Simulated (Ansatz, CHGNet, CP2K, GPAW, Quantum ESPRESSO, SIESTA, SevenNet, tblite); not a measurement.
# Running glassy 76SiO2-24MgO (mol %) (94 atoms) with SIESTA

How do the settings of SIESTA change the result for glassy 76SiO2-24MgO (mol %) (94 atoms)? A plane-wave run serves as the yardstick.

Calculated with SIESTA 5.4.2; the method is named at each step.

## 1. The starting structure

The cell holds 94 atoms: 26 Si, 8 Mg and 60 O. Its edges and angles: a = 10.793 Å, b = 10.793 Å, c = 10.793 Å, α = 90.0°, β = 90.0°, γ = 90.0°. 94 atoms (26 Si, 8 Mg, 60 O) placed at random at 2.34 g/cm³, melted at 4000 K for 10 ps at fixed volume with the Morse and Coulomb pair potential with partial charges (Pedone, Malavasi, Menziani, Cormack and Segre, J. Phys. Chem. B 110, 11780 (2006)). Quenched from 4000 K to 300 K at 50 K/ps and fixed volume, held 10 ps at zero pressure. Then every atom was moved at random, 0.05 Å r.m.s. a Cartesian component.

The yardstick, on the same geometry:

- method: Kohn-Sham DFT, PBE, PAW, plane waves (Ansatz 0.2.0); cutoff 420 eV, Γ point, fermi-dirac smearing of 0.05 eV; PAW set soft_2
- r.m.s. force component: 2.761 eV/Å
- longest force: 15.49 eV/Å
- pressure: 5.547 GPa
- gap (highest filled to lowest empty level): 1.886 eV
- SCF cycles: 9
- time: 11 s on 8 threads of Arm Neoverse V1, shared host
- CPU time: 81 s

## 2. PBE, DZP, shift 0.01 Ry, mesh 500 Ry

Method: Kohn-Sham DFT, PBE, PseudoDojo 0.4.1 norm-conserving pseudopotentials (converted to PSML), numerical atomic orbitals (DZP), diagonalisation.

The .psml files are PseudoDojo norm-conserving potentials that we converted to this format, checked against plane waves on the same files for H, C, O, Si, Ge and Ca alone.

Contents of input.fdf:

```
SystemLabel cell
NumberOfAtoms 94
NumberOfSpecies 3
%block ChemicalSpeciesLabel
  1 14 Si
  2 12 Mg
  3 8 O
%endblock ChemicalSpeciesLabel
LatticeConstant 1.0 Ang
%block LatticeVectors
  10.79285 0.00000 0.00000
  0.00000 10.79285 0.00000
  0.00000 0.00000 10.79285
%endblock LatticeVectors
PAO.BasisSize DZP
PAO.EnergyShift 0.01 Ry
XC.Functional GGA
XC.Authors PBE
MeshCutoff 500 Ry
%block kgrid_Monkhorst_Pack
  1 0 0 0.0
  0 1 0 0.0
  0 0 1 0.0
%endblock kgrid_Monkhorst_Pack
SolutionMethod diagon
OccupationFunction FD
ElectronicTemperature 580 K
SCF.Mixer.Method Pulay
SCF.Mixer.Weight 0.15
SCF.Mixer.History 8
SCF.Mix Hamiltonian
MaxSCFIterations 300
SCF.DM.Tolerance 1e-04
SCF.H.Tolerance 1.0e-3 eV
WriteForces T
Write.HirshfeldPop T
Write.VoronoiPop T
Write.DM F
Write.H F
XML.Write F
AtomicCoordinatesFormat Fractional
%block AtomicCoordinatesAndAtomicSpecies
  0.38739 0.31806 0.76144 1
  0.19643 0.45894 0.92096 1
  0.17301 0.11526 0.77764 1
  0.11345 0.99577 0.27881 1
  0.03829 0.45915 0.65718 1
  0.87780 0.17858 0.83486 1
  0.73073 0.97471 0.77573 1
  0.79672 0.25402 0.22659 1
  0.06892 0.34606 0.16507 1
  0.68900 0.31620 0.46885 1
  0.66219 0.35388 0.75960 1
  0.30592 0.28145 0.31144 1
  0.68878 0.99915 0.30382 1
  0.54024 0.33640 0.12638 1
  0.16035 0.85080 0.66470 1
  0.29221 0.47858 0.52700 1
  0.00918 0.61366 0.28767 1
  0.22889 0.97471 0.02866 1
  0.60159 0.63557 0.80273 1
  0.85400 0.77501 0.89065 1
  0.53187 0.61760 0.08221 1
  0.77222 0.73780 0.14817 1
  0.93970 0.68460 0.56796 1
  0.14164 0.73131 0.90325 1
  0.70793 0.84784 0.51527 1
  0.47982 0.09914 0.42878 1
  0.25750 0.73065 0.40537 2
  0.89075 0.99397 0.10010 2
  0.43759 0.83868 0.60165 2
  0.53602 0.59803 0.46534 2
  0.96990 0.19128 0.47692 2
  0.49723 0.06125 0.95509 2
  0.26181 0.70115 0.12134 2
  0.41718 0.90814 0.22234 2
  0.58347 0.80033 0.46281 3
  0.54285 0.02721 0.32273 3
  0.37048 0.97359 0.05480 3
  0.20542 0.05592 0.91104 3
  0.26351 0.80972 0.56164 3
  0.34907 0.15356 0.37787 3
  0.56859 0.22687 0.45061 3
  0.52067 0.48390 0.09340 3
  0.27684 0.21486 0.73822 3
  0.03891 0.46920 0.24627 3
  0.16691 0.83149 0.01402 3
  0.78921 0.26692 0.37271 3
  0.10139 0.44419 0.80813 3
  0.86618 0.89140 0.81048 3
  0.98571 0.71558 0.90739 3
  0.94470 0.57151 0.65858 3
  0.37213 0.40503 0.63749 3
  0.19001 0.60648 0.96818 3
  0.53805 0.26342 0.77665 3
  0.98883 0.63162 0.42754 3
  0.74463 0.95827 0.42762 3
  0.41937 0.72433 0.15215 3
[... 34 atom lines left out ...]
  0.14590 0.99076 0.68780 3
  0.02664 0.17536 0.79770 3
  0.15107 0.67596 0.25526 3
  0.54463 0.69248 0.69299 3
%endblock AtomicCoordinatesAndAtomicSpecies
```

The run is started by

```console
OMP_NUM_THREADS=1 mpirun -np 2 siesta < input.fdf > output.txt
```

Standard output:

```text
Version         : 5.4.2
reinit: System Name:
reinit: System Label: cell
initatom: Reading input for the pseudopotentials and atomic orbitals ----------
Species number:   1 Atomic number:   14 Label: Si
Species number:   2 Atomic number:   12 Label: Mg
Species number:   3 Atomic number:    8 Label: O
Ground state valence configuration (from tables):   3s02  3p02  3d00  4f00
Ground state valence configuration (from tables):   3s02  3p00  3d00  4f00
Ground state valence configuration (from tables):   2s02  2p04  3d00  4f00
---- Processing specs for species: Si
GGA--PBE XC_GGA_X_PBE--XC_GGA_C_PBE pb
---- Processing specs for species: Mg
GGA--PBE XC_GGA_X_PBE--XC_GGA_C_PBE pb
Semicore shell(s) with  8 electrons included in the valence for Mg
---- Processing specs for species: O
GGA--PBE XC_GGA_X_PBE--XC_GGA_C_PBE pb
Semicore shell(s): 2s 2p
Fallback to non-perturbative polarization scheme for Mg
Please see the manual if this is not desired in principle
Si pseudopotential only contains V_ls up to l=2 -- lmxkb reset.
Mg pseudopotential only contains V_ls up to l=1 -- lmxkb reset.
O pseudopotential only contains V_ls up to l=2 -- lmxkb reset.
Using PAO.SplitTailNorm
%block ChemicalSpeciesLabel
    1   14 Si                      # Species index, atomic number, species label
    2   12 Mg                      # Species index, atomic number, species label
    3    8 O                       # Species index, atomic number, species label
%endblock ChemicalSpeciesLabel
%block PAO.Basis                 # Define Basis set
Si                    2                    # Species label, number of l-shells
 n=3   0   2                         # n, l, Nzeta
   5.392      3.847
   1.000      1.000
 n=3   1   2 P   1                   # n, l, Nzeta, Polarization, NzetaPol
   6.844      4.952
   1.000      1.000
Mg                    4                    # Species label, number of l-shells
 n=2   0   1                         # n, l, Nzeta
   2.332
   1.000
 n=3   0   2                         # n, l, Nzeta
   7.124      5.248
   1.000      1.000
 n=2   1   1                         # n, l, Nzeta
   2.593
   1.000
 n=3   1   1                         # n, l, Nzeta
   7.124
   1.000
O                     2                    # Species label, number of l-shells
 n=2   0   2                         # n, l, Nzeta
   3.532      2.299
   1.000      1.000
 n=2   1   2 P   1                   # n, l, Nzeta, Polarization, NzetaPol
   4.300      2.782
   1.000      1.000
%endblock PAO.Basis
coor:   Atomic-coordinates input format  =     Fractional
siesta: System type = bulk
initatomlists: Number of atoms, orbitals, and projectors:     94  1190  1312
siesta: ******************** Simulation parameters ****************************
Total number of electrons:   544.000000
Total ionic charge:   544.000000
 Kpoints in:            1 . Kpoints trimmed:            1
siesta: k-grid: Number of k-points = 1
siesta: k-points from Monkhorst-Pack grid
siesta: k-cutoff (effective) =     5.396 Ang
siesta: k-point supercell and displacements
siesta: k-grid:     1     0     0      0.000
siesta: k-grid:     0     1     0      0.000
siesta: k-grid:     0     0     1      0.000
                     ====================================
                        Single-point calculation
                     ====================================
outcell: Unit cell vectors (Ang):
       10.792850    0.000000    0.000000
        0.000000   10.792850    0.000000
        0.000000    0.000000   10.792850
outcell: Cell vector modules (Ang)   :   10.792850   10.792850   10.792850
outcell: Cell angles (23,13,12) (deg):     90.0000     90.0000     90.0000
outcell: Cell volume (Ang**3)        :   1257.2117
Gamma-point calculation with multiply-connected orbital pairs
Gamma-point calculation with multiply-connected orbital pairs
Folding of H and S implicitly performed
Folding of H and S implicitly performed
new_DM -- step:     1
Initializing Density Matrix...
Attempting to read DM from file... Failed...
DM filled with atomic data:
InitMesh: MESH = 150 x 150 x 150 = 3375000
InitMesh: Mesh cutoff (required, used) =   500.000   533.841 Ry
stepf: Fermi-Dirac step function
        iscf     Eharris(eV)        E_KS(eV)     FreeEng(eV)     dDmax    Ef(eV) dHmax(eV)
   scf:    1   -42705.748316   -42898.189248   -42898.189248  1.856716 -5.603970 13.311768
   scf:    2   -42982.912294   -42943.900702   -42943.900702  0.115702 -4.789011  8.046229
   scf:    3   -42981.291204   -42972.707658   -42972.707659  0.190653 -3.820587  2.724105
   scf:    4   -42972.823583   -42973.080786   -42973.080786  0.042124 -4.066191  1.916539
   scf:    5   -42973.512725   -42973.332793   -42973.332793  0.019238 -4.008400  1.126168
   scf:    6   -42973.467885   -42973.422328   -42973.422328  0.029293 -3.929177  0.178845
[...]
scf:   10   -42973.426908   -42973.426884   -42973.426884  0.000427 -3.932598  0.002288
   scf:   11   -42973.426888   -42973.426886   -42973.426887  0.000110 -3.932370  0.001217
   scf:   12   -42973.426888   -42973.426887   -42973.426888  0.000092 -3.932236  0.000408
SCF Convergence by DM+H criterion
max |DM_out - DM_in|         :     0.0000919716
max |H_out - H_in|      (eV) :     0.0004078489
SCF cycle converged after 12 iterations
Using DM_out to compute the final energy and forces
siesta: E_KS(eV) =           -42973.4269
siesta: E_KS - E_eggbox =    -42973.4269
siesta: Atomic forces (eV/Ang):
     1    0.200813    1.472991   -1.506880
     2   -4.594327   -1.389368    0.462221
     3   -4.297895    0.131627   -0.252588
     4   -1.958857   -1.391930    3.615362
     5    3.679928   -4.228370    0.551682
     6    0.972780    2.906802    2.719102
[...]
92    2.412580   -0.054178   -1.549946
    93   -0.572306   -0.621588    0.769786
    94   -4.033367    3.037109   -5.946797
----------------------------------------
   Tot    0.022668   -0.010141   -0.043442
----------------------------------------
   Max   10.908026
   Res    2.896437    sqrt( Sum f_i^2 / 3N )
----------------------------------------
   Max   10.908026    constrained
Stress tensor Voigt[x,y,z,yz,xz,xy] (kbar):      -54.31      -79.79     -100.30       13.94      -17.01      -25.01
(Free)E + p*V (eV/cell)   -42912.1156
Target enthalpy (eV/cell)   -42973.4269
siesta: Program's energy decomposition (eV):
siesta: Ebs     =    -10333.767412
siesta: Eions   =     60166.065585
siesta: Ena     =      7781.464295
siesta: Ekin    =     27196.442643
siesta: Enl     =     -8017.014413
siesta: DEna    =       -18.906344
siesta: DUscf   =        44.240246
siesta: Ex      =     -9145.175077
siesta: Ec      =      -648.412653
siesta: Exc     =     -9793.587730
siesta: Eharris =    -42973.426888
siesta: Etot    =    -42973.426887
siesta: FreeEng =    -42973.426888
siesta: Final energy (eV):
siesta:  Band Struct. =  -10333.767412
siesta:       Kinetic =   27196.442643
siesta:       Hartree =   17011.878555
siesta:         Exch. =   -9145.175077
siesta:         Corr. =    -648.412653
siesta:   Exch.-corr. =   -9793.587730
siesta:  Ion-electron =  -60345.874965
siesta:       Ion-ion =  -17042.285390
siesta:         Total =  -42973.426887
siesta:         Fermi =      -3.932236
siesta: Stress tensor (static) (eV/Ang**3):
siesta:    -0.033895   -0.015612   -0.010614
siesta:    -0.015613   -0.049804    0.008700
siesta:    -0.010614    0.008699   -0.062605
siesta: Cell volume =       1257.211728 Ang**3
siesta: Pressure (static):
siesta:                Solid            Molecule  Units
siesta:           0.00053115          0.00057711  Ry/Bohr**3
siesta:           0.04876770          0.05298813  eV/Ang**3
siesta:          78.13446905         84.89634748  kBar
    Orbital volume contribution        =          36.238733 eV
    (Free)E + p_basis*V_orbitals       =      -42937.188154 eV
    (Free)Eharris+ p_basis*V_orbitals  =      -42937.188155 eV
Hirshfeld Atomic Populations:
Atom #   charge [q] valence [e]  Species
     1     0.475804    3.524196  Si
     2     0.441825    3.558175  Si
     3     0.469120    3.530880  Si
     4     0.276490    3.723510  Si
     5     0.421799    3.578201  Si
     6     0.359216    3.640784  Si
[...]
24     0.463430    3.536570  Si
    25     0.341745    3.658255  Si
    26     0.355603    3.644397  Si
    27     0.487104    9.512896  Mg
    28     0.474393    9.525607  Mg
    29     0.499908    9.500092  Mg
    30     0.547521    9.452479  Mg
    31     0.628768    9.371232  Mg
    32     0.572838    9.427162  Mg
    33     0.454086    9.545914  Mg
    34     0.558395    9.441605  Mg
    35    -0.336867    6.336867  O
    36    -0.160020    6.160020  O
    37    -0.287224    6.287224  O
    38    -0.207263    6.207263  O
    39    -0.300744    6.300744  O
    40    -0.219950    6.219950  O
[...]
92    -0.234981    6.234981  O
    93    -0.333715    6.333715  O
    94    -0.315230    6.315230  O
--------------------
 Total     0.000001
```

Run time: 2.7 min. Hardware: 2 MPI ranks of Arm Neoverse V1, shared host; peak memory 2.1 GiB.

Banners and routine set-up lines are dropped from the logs; longer cuts are marked.

Against the reference:

```
r.m.s. force component                           : 2.896 eV/Å
r.m.s. difference of force components            : 242 meV/Å
longest difference of force vectors              : 1057 meV/Å
force difference over r.m.s. force               : 8.763 %
slope of forces against the reference's          : 1.046
correlation of force components                  : 0.9975
gap (highest filled to lowest empty level) : 1.672 eV
gap difference                                   : -0.214 eV
pressure                                         : 7.814 GPa
pressure difference                              : 2.266 GPa
```

Length of the force difference by element (eV/Å):

| element | atoms | mean | most |
| --- | --- | --- | --- |
| Mg | 8 | 0.30 | 0.43 |
| O | 60 | 0.40 | 1.1 |
| Si | 26 | 0.34 | 0.63 |

Levels nearest the highest filled one (eV from it): -1.83, -1.64, -1.56, -1.53, -1.43, -1.36, -1.26, -1.15, -1.05, -0.97, -0.92, 0.00, 1.67, 2.68, 2.99, 3.24, 3.40, 3.58, 3.81, 3.89, 4.08, 4.31, 4.56, 4.59.

The surroundings of O64, whose charge lies farthest from its element's mean, nearest first, numbered as they follow in the input and with coordinates relative to it.

| atom | x | y | z | distance (Å) | bonds | Hirshfeld charge (e) | Fx | Fy | Fz (eV/Å) |
| --- | --- | --- | --- | --- | --- | --- | --- | --- | --- |
| O64 | 0.00 | 0.00 | 0.00 | 0.00 | 2 | -0.41 | 0.40 | -0.26 | 0.03 |
| Si10 | 0.49 | -1.52 | 0.48 | 1.67 | 4 | 0.34 | -5.82 | 5.08 | 0.98 |
| Mg30 | -1.16 | 1.52 | 0.44 | 1.96 | 3 | 0.55 | 3.16 | -0.07 | 0.41 |
| O89 | 0.75 | -1.37 | 2.04 | 2.57 | 2 | -0.23 | 0.73 | -0.67 | 1.71 |
| O41 | -0.80 | -2.49 | 0.28 | 2.63 | 2 | -0.23 | -0.59 | -2.39 | -0.11 |
| O46 | 1.58 | -2.06 | -0.56 | 2.65 | 3 | -0.16 | 3.71 | -1.07 | 1.07 |
| O57 | 0.33 | -1.36 | -2.80 | 3.13 | 2 | -0.19 | 8.47 | -1.13 | 2.44 |
| O82 | -2.99 | 1.36 | 0.34 | 3.30 | 3 | -0.28 | -0.19 | 3.04 | -1.08 |
| O71 | -2.21 | -1.47 | -1.96 | 3.30 | 2 | -0.25 | -0.59 | 0.82 | -0.47 |

Forces lie 8.8 % from the reference's, at 4.0 times its CPU time (on 2 against 8 cores).

## 3. PBE, SZ, shift 0.01 Ry, mesh 500 Ry

Method: Kohn-Sham DFT, PBE, PseudoDojo 0.4.1 norm-conserving pseudopotentials (converted to PSML), numerical atomic orbitals (SZ), diagonalisation.

Changes to input.fdf since step 2:

```diff
@@ -14,3 +14,3 @@
 %endblock LatticeVectors
-PAO.BasisSize DZP
+PAO.BasisSize SZ
 PAO.EnergyShift 0.01 Ry
```

The run is started by

```console
OMP_NUM_THREADS=1 siesta < input.fdf > output.txt
```

Standard output:

```text
Version         : 5.4.2
reinit: System Name:
reinit: System Label: cell
initatom: Reading input for the pseudopotentials and atomic orbitals ----------
Species number:   1 Atomic number:   14 Label: Si
Species number:   2 Atomic number:   12 Label: Mg
Species number:   3 Atomic number:    8 Label: O
Ground state valence configuration (from tables):   3s02  3p02  3d00  4f00
Ground state valence configuration (from tables):   3s02  3p00  3d00  4f00
Ground state valence configuration (from tables):   2s02  2p04  3d00  4f00
---- Processing specs for species: Si
GGA--PBE XC_GGA_X_PBE--XC_GGA_C_PBE pb
---- Processing specs for species: Mg
GGA--PBE XC_GGA_X_PBE--XC_GGA_C_PBE pb
Semicore shell(s) with  8 electrons included in the valence for Mg
---- Processing specs for species: O
[... lines left out ...]
Total number of electrons:   544.000000
[... lines left out ...]
stepf: Fermi-Dirac step function
        iscf     Eharris(eV)        E_KS(eV)     FreeEng(eV)     dDmax    Ef(eV) dHmax(eV)
[... lines left out ...]
SCF Convergence by DM+H criterion
[... lines left out ...]
SCF cycle converged after 25 iterations
[... lines left out ...]
   Max   12.558821
[... lines left out ...]
   Max   12.558821    constrained
Stress tensor Voigt[x,y,z,yz,xz,xy] (kbar):     -213.52     -224.41     -252.82       21.82      -18.23      -26.18
[... lines left out ...]
siesta: DUscf   =       104.514037
siesta: Ex      =     -9316.840718
siesta: Ec      =      -648.078373
siesta: Exc     =     -9964.919091
siesta: Eharris =    -42776.452984
siesta: Etot    =    -42776.453005
siesta: FreeEng =    -42776.480434
siesta: Final energy (eV):
siesta:  Band Struct. =   -9568.355363
siesta:       Kinetic =   28343.508300
siesta:       Hartree =   17624.001475
siesta:         Exch. =   -9316.840718
siesta:         Corr. =    -648.078373
siesta:   Exch.-corr. =   -9964.919091
siesta:  Ion-electron =  -61736.758299
siesta:       Ion-ion =  -17042.285390
siesta:         Total =  -42776.453005
siesta:         Fermi =      -2.134631
siesta: Stress tensor (static) (eV/Ang**3):
siesta:    -0.133268   -0.016342   -0.011376
siesta:    -0.016342   -0.140065    0.013619
siesta:    -0.011376    0.013619   -0.157798
siesta: Cell volume =       1257.211728 Ang**3
siesta: Pressure (static):
siesta:                Solid            Molecule  Units
siesta:           0.00156520          0.00156526  Ry/Bohr**3
siesta:           0.14371041          0.14371510  eV/Ang**3
siesta:         230.24946471        230.25697040  kBar
    Orbital volume contribution        =          17.788920 eV
    (Free)E + p_basis*V_orbitals       =      -42758.691514 eV
    (Free)Eharris+ p_basis*V_orbitals  =      -42758.691492 eV
Hirshfeld Atomic Populations:
Atom #   charge [q] valence [e]  Species
     1     0.603112    3.396888  Si
     2     0.595196    3.404804  Si
     3     0.614591    3.385409  Si
[...]
25     0.525999    3.474001  Si
    26     0.502349    3.497651  Si
    27     0.643059    9.356941  Mg
    28     0.616276    9.383724  Mg
    29     0.666967    9.333033  Mg
[...]
33     0.610155    9.389845  Mg
    34     0.682449    9.317551  Mg
    35    -0.434067    6.434067  O
    36    -0.257011    6.257011  O
    37    -0.378675    6.378675  O
[...]
93    -0.421579    6.421579  O
    94    -0.401064    6.401064  O
--------------------
 Total    -0.000010
```

Elapsed: 2.8 min, on 1 thread; peak memory 0.93 GiB.

Numbers from this run, and their distance from the reference:

```yaml
r_m_s_force_component: 3.597 eV/Å
r_m_s_difference_of_force_components: 1214 meV/Å
longest_difference_of_force_vectors: 5355 meV/Å
force_difference_over_r_m_s_force: 43.95 %
slope_of_forces_against_the_reference_s: 1.252
correlation_of_force_components: 0.9609
pressure: 23.02 GPa
pressure_difference: 17.48 GPa
```

This is a coarse setting, run to see what it loses.

Against the first run (8.8 %), the force difference from the reference is 44 %, at 0.52 times the CPU time (on 1 against 2 cores) (25 SCF steps against 12), with 384 basis functions against 1190: the smaller basis costs accuracy.

[end of part 1 of 2]

[Long decimals in the printed logs are rounded to 6 places.]

[Also dropped from logs without a mark: lines with file paths, logging warnings of Python, QE's lines on negative density and diagonalisation, SIESTA's first energy breakdown, zero terms and Voronoi charges.]

[Logs are printed without paths, hosts, clocks, repeated set-up lines and the standing remarks that a program may print on its own settings, such as how far it seeks lower states.]

[Hosts, paths, dates, database ids (printed as entryN), source tags and the programs' standing remarks are cut or masked in the printed files.]

[Most failed runs of this program on this cell are left out, timed-out ones always.]
